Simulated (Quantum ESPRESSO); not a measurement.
# CrBr2: a ladder in the Hubbard U, part 3 of 3

Two starts of CrBr2 are run at each rung of the Hubbard U.

Quantum ESPRESSO 7.5; PBEsol; plane waves with GBRV 1.5 PBEsol potentials, no spin-orbit coupling (settings of the first rung).

So far, largest spin moment in the atom's sphere (μB): step 2 (rung 1, start ferro +) 3.51; step 8 (rung 4, start ferro +) 3.62; step 9 (rung 4, start antiferro q=(0,1/2,0) +-) 3.61; step 10 (rung 5, start ferro +) 3.63; step 11 (rung 5, start antiferro q=(0,1/2,0) +-) 3.62.

## Step 12: Rung 6, start ferro +

Level of this step: PBEsol with U = 7.5 eV on Cr d (ortho-atomic projectors); plane waves with GBRV 1.5 PBEsol potentials, no spin-orbit coupling (Quantum ESPRESSO).

File pw.in:

```
&CONTROL
  calculation = 'scf'
  prefix = 'pwscf'
  outdir = './tmp'
  pseudo_dir = './pseudo'
  disk_io = 'nowf'
  tprnfor = .true.
  tstress = .true.
/
&SYSTEM
  ibrav = 0
  nat = 3
  ntyp = 2
  ecutwfc = 40
  ecutrho = 280
  nbnd = 23
  occupations = 'smearing'
  smearing = 'fd'
  degauss = 0.00367493
  nspin = 2
  starting_magnetization(1) = 0.2143
  starting_magnetization(2) = 0
/
&ELECTRONS
  conv_thr = 6d-09
  electron_maxstep = 150
  mixing_beta = 0.3
/
ATOMIC_SPECIES
Cr     51.9961 cr_pbesol_v1.5.uspp.F.UPF
Br     79.9040 br_pbesol_v1.4.uspp.F.UPF
CELL_PARAMETERS bohr
   7.0763988374   -3.4601924691    0.0000000000
   7.0763988374    3.4601924691    0.0000000000
  -1.3735417645    0.0000000000   12.2188670766
ATOMIC_POSITIONS crystal
Cr      0.0000000000    0.0000000000    0.0000000000
Br      0.6457740000    0.6457740000    0.2332280000
Br      0.3542260000    0.3542260000    0.7667720000
K_POINTS automatic
6 6 6 0 0 0
HUBBARD {ortho-atomic}
U Cr-3d 7.5000
```

Command:

```sh
$ OMP_NUM_THREADS=1 mpirun -n 4 pw.x -nk 4 -in pw.in > pw.out
```

Log:

```text
     [... lines left out ...]
Program PWSCF v.7.5 starts
     [... lines left out ...]
     number of atoms/cell      =            3
     [... lines left out ...]
     number of electrons       =        28.00
     number of Kohn-Sham states=           23
     kinetic-energy cutoff     =      40.0000  Ry
     charge density cutoff     =     280.0000  Ry
     scf convergence threshold =      6.0E-09
     [... lines left out ...]
      4 Sym. Ops., with inversion, found
     [... lines left out ...]
     number of k points=    68  Fermi-Dirac smearing, width (Ry)=  0.0037
     [... lines left out ...]
     iteration # 17     ecut=    40.00 Ry     beta= 0.30
     [... lines left out ...]
     Magnetic moment per site  (integrated on atomic sphere of radius R)
     atom   1 (R=0.252)  charge= 12.0395  magn=  3.6384
     atom   2 (R=0.252)  charge=  4.8692  magn= -0.0461
     atom   3 (R=0.252)  charge=  4.8692  magn= -0.0461
     [... lines left out ...]
     Tr[ns(  1)] (up, down, total) =   4.17825  0.16051  4.33876
     [... lines left out ...]
     the Fermi energy is     4.7143 ev
!    total energy              =    -256.40359789 Ry
     estimated scf accuracy    <          8.9E-10 Ry
     smearing contrib. (-TS)   =      -0.00000000 Ry
     [... lines left out ...]
     total magnetization       =     4.00 Bohr mag/cell
     absolute magnetization    =     4.28 Bohr mag/cell
     convergence has been achieved in  17 iterations
     [... lines left out ...]
     Total force =     0.019281     Total SCF correction =     0.000027
     [... lines left out ...]
          total   stress  (Ry/bohr**3)                   (kbar)     P=       10.69
     [... lines left out ...]
```

It took 62 s on 4 MPI ranks of Arm Neoverse V2, shared host; peak memory 0.61 GiB.

Numbers from this step:

```yaml
magnetization: 4 μB
final_state: ferromagnetic
largest_moment: 3.638 μB
```

## Step 13: Rung 6, start antiferro q=(0,1/2,0) +-

File pw.in:

```
&CONTROL
  calculation = 'scf'
  prefix = 'pwscf'
  outdir = './tmp'
  pseudo_dir = './pseudo'
  disk_io = 'nowf'
  tprnfor = .true.
  tstress = .true.
/
&SYSTEM
  ibrav = 0
  nat = 6
  ntyp = 3
  ecutwfc = 40
  ecutrho = 280
  nbnd = 38
  occupations = 'smearing'
  smearing = 'fd'
  degauss = 0.00367493
  nspin = 2
  starting_magnetization(1) = 0.2143
  starting_magnetization(2) = -0.2143
  starting_magnetization(3) = 0
/
&ELECTRONS
  conv_thr = 1.2d-08
  electron_maxstep = 150
  mixing_beta = 0.3
/
ATOMIC_SPECIES
Cr1    51.9961 cr_pbesol_v1.5.uspp.F.UPF
Cr2    51.9961 cr_pbesol_v1.5.uspp.F.UPF
Br     79.9040 br_pbesol_v1.4.uspp.F.UPF
CELL_PARAMETERS bohr
   7.0763988374   -3.4601924691    0.0000000000
  14.1527976748    6.9203849383    0.0000000000
  -1.3735417645    0.0000000000   12.2188670766
ATOMIC_POSITIONS crystal
Cr1     0.0000000000    0.0000000000    0.0000000000
Cr2     0.0000000000    0.5000000000    0.0000000000
Br      0.6457740000    0.3228870000    0.2332280000
Br      0.6457740000    0.8228870000    0.2332280000
Br      0.3542260000    0.1771130000    0.7667720000
Br      0.3542260000    0.6771130000    0.7667720000
K_POINTS automatic
6 3 6 0 0 0
HUBBARD {ortho-atomic}
U Cr1-3d 7.5000
U Cr2-3d 7.5000
```

Log:

```text
     [... lines left out ...]
Program PWSCF v.7.5 starts
     [... lines left out ...]
     number of atoms/cell      =            6
     [... lines left out ...]
     number of electrons       =        56.00
     number of Kohn-Sham states=           38
     kinetic-energy cutoff     =      40.0000  Ry
     charge density cutoff     =     280.0000  Ry
     scf convergence threshold =      1.2E-08
     [... lines left out ...]
      2 Sym. Ops., with inversion, found
     [... lines left out ...]
     number of k points=    56  Fermi-Dirac smearing, width (Ry)=  0.0037
     [... lines left out ...]
     iteration # 19     ecut=    40.00 Ry     beta= 0.30
     [... lines left out ...]
     Magnetic moment per site  (integrated on atomic sphere of radius R)
     atom   1 (R=0.252)  charge= 12.0388  magn=  3.6307
     atom   2 (R=0.252)  charge= 12.0388  magn= -3.6307
     atom   3 (R=0.252)  charge=  4.8694  magn= -0.0059
     atom   4 (R=0.252)  charge=  4.8694  magn=  0.0059
     atom   5 (R=0.252)  charge=  4.8694  magn=  0.0059
     atom   6 (R=0.252)  charge=  4.8694  magn= -0.0059
     [... lines left out ...]
     Tr[ns(  1)] (up, down, total) =   4.17763  0.16184  4.33948
     [... lines left out ...]
     Tr[ns(  2)] (up, down, total) =   0.16184  4.17763  4.33948
     [... lines left out ...]
     the Fermi energy is     3.9993 ev
!    total energy              =    -512.80660649 Ry
     estimated scf accuracy    <          6.3E-09 Ry
     smearing contrib. (-TS)   =      -0.00000000 Ry
     [... lines left out ...]
     total magnetization       =    -0.00 Bohr mag/cell
     absolute magnetization    =     8.49 Bohr mag/cell
     convergence has been achieved in  19 iterations
     [... lines left out ...]
     Total force =     0.029067     Total SCF correction =     0.000188
     [... lines left out ...]
          total   stress  (Ry/bohr**3)                   (kbar)     P=       10.46
     [... lines left out ...]
```

Wall time 3.9 min (4 MPI ranks); peak memory 1.2 GiB.

Numbers from this step:

```yaml
magnetization: 0 μB
final_state: antiferromagnetic
largest_moment: 3.631 μB
```

## Step 14: An input with a fault

One input was spoiled on purpose, to see how the program answers.

File pw.in:

```
&CONTROL
  calculation = 'scf'
  prefix = 'pwscf'
  outdir = './tmp'
  pseudo_dir = './pseudo'
  disk_io = 'nowf'
  tprnfor = .true.
  tstress = .true.
/
&SYSTEM
  ibrav = 0
  nat = 3
  ntyp = 2
  ecutwfc = 40
  ecutrho = 280
  nbnd = 23
  occupations = 'smearing'
  smearing = 'fd'
  degaus = 0.00367493
  nspin = 2
  starting_magnetization(1) = 0.2143
  starting_magnetization(2) = 0
/
&ELECTRONS
  conv_thr = 6d-09
  electron_maxstep = 60
  mixing_beta = 0.3
/
ATOMIC_SPECIES
Cr     51.9961 cr_pbesol_v1.5.uspp.F.UPF
Br     79.9040 br_pbesol_v1.4.uspp.F.UPF
CELL_PARAMETERS angstrom
   3.7446690000   -1.8310550000    0.0000000000
   3.7446690000    1.8310550000    0.0000000000
  -0.7268470000    0.0000000000    6.4659460000
ATOMIC_POSITIONS crystal
Cr      0.0000000000    0.0000000000    0.0000000000
Br      0.6457740000    0.6457740000    0.2332280000
Br      0.3542260000    0.3542260000    0.7667720000
K_POINTS automatic
6 6 6 0 0 0
HUBBARD {ortho-atomic}
U Cr-3d 3.5000
```

Log:

```text
     [... lines left out ...]
Program PWSCF v.7.5 starts
     Error in routine  read_namelists (1):
      bad line in namelist &system: "  degaus = 0.00367493" (error could be in the previous line)
 %%%%%%%%%%%%%%%%%%%%%%%%%%%%%%%%%%%%%%%%%%%%%%%%%%%%%%%%%%%%%%%%%%%%%%%%%%%%%%
     stopping ...
```

Run time: 0.57 s. Hardware: 4 MPI ranks; peak memory 0.05 GiB.

The program refused the input before any cycle.

The program's message: “read_namelists (1): bad line in namelist &system: " degaus = 0.00367493" (error could be in the previous line)”

A key was misspelt on purpose.

## Step 15: The rungs together

Ladder, by row:

```csv
rung,U,state from the first start,state from the second start,second less first (meV a seeded atom),"moment, first (μB)","moment, second (μB)",CPU time (s)
1,none,ferromagnetic,antiferromagnetic,-23.38,3.51,3.475,935.7
2,Cr d U 1.5 Dudarev ortho-atomic,ferromagnetic,antiferromagnetic,-10.03,3.557,3.537,1018
3,Cr d U 3.0 Dudarev ortho-atomic,ferromagnetic,antiferromagnetic,-3.283,3.592,3.578,1000
4,Cr d U 4.5 Dudarev ortho-atomic,ferromagnetic,antiferromagnetic,0.4968,3.616,3.605,1142
5,Cr d U 6.0 Dudarev ortho-atomic,ferromagnetic,antiferromagnetic,2.713,3.631,3.622,1159
6,Cr d U 7.5 Dudarev ortho-atomic,ferromagnetic,antiferromagnetic,4.009,3.638,3.631,1190
```

## Step 16: Summary of results

| Quantity | Value |
| --- | --- |
| range of the largest moment, first start | 3.51 to 3.64 μB; second start 3.48 to 3.63 μB |
| range of CPU time | 16 min to 20 min |
| range of the energy difference | -23.4 to 4.01 meV a seeded atom |

What this shows: In the first start the moment grows with U. The sign of the difference changes along the ladder, so the order that comes out lowest hangs on the rung.

[Logs and program files are shortened in this print: banners, set-up blocks, solver, clock and traceback lines can be left out without a mark of their own.]

[Logs are printed without paths, hosts, clocks, repeated set-up lines and the standing remarks that a program may print on its own settings, such as how far it seeks lower states.]

[Hosts, paths, dates, database ids (printed as entryN), source tags and the programs' standing remarks are cut or masked in the printed files.]

[Where a cell is said to come from a database of computed structures, the database is the Materials Project.]
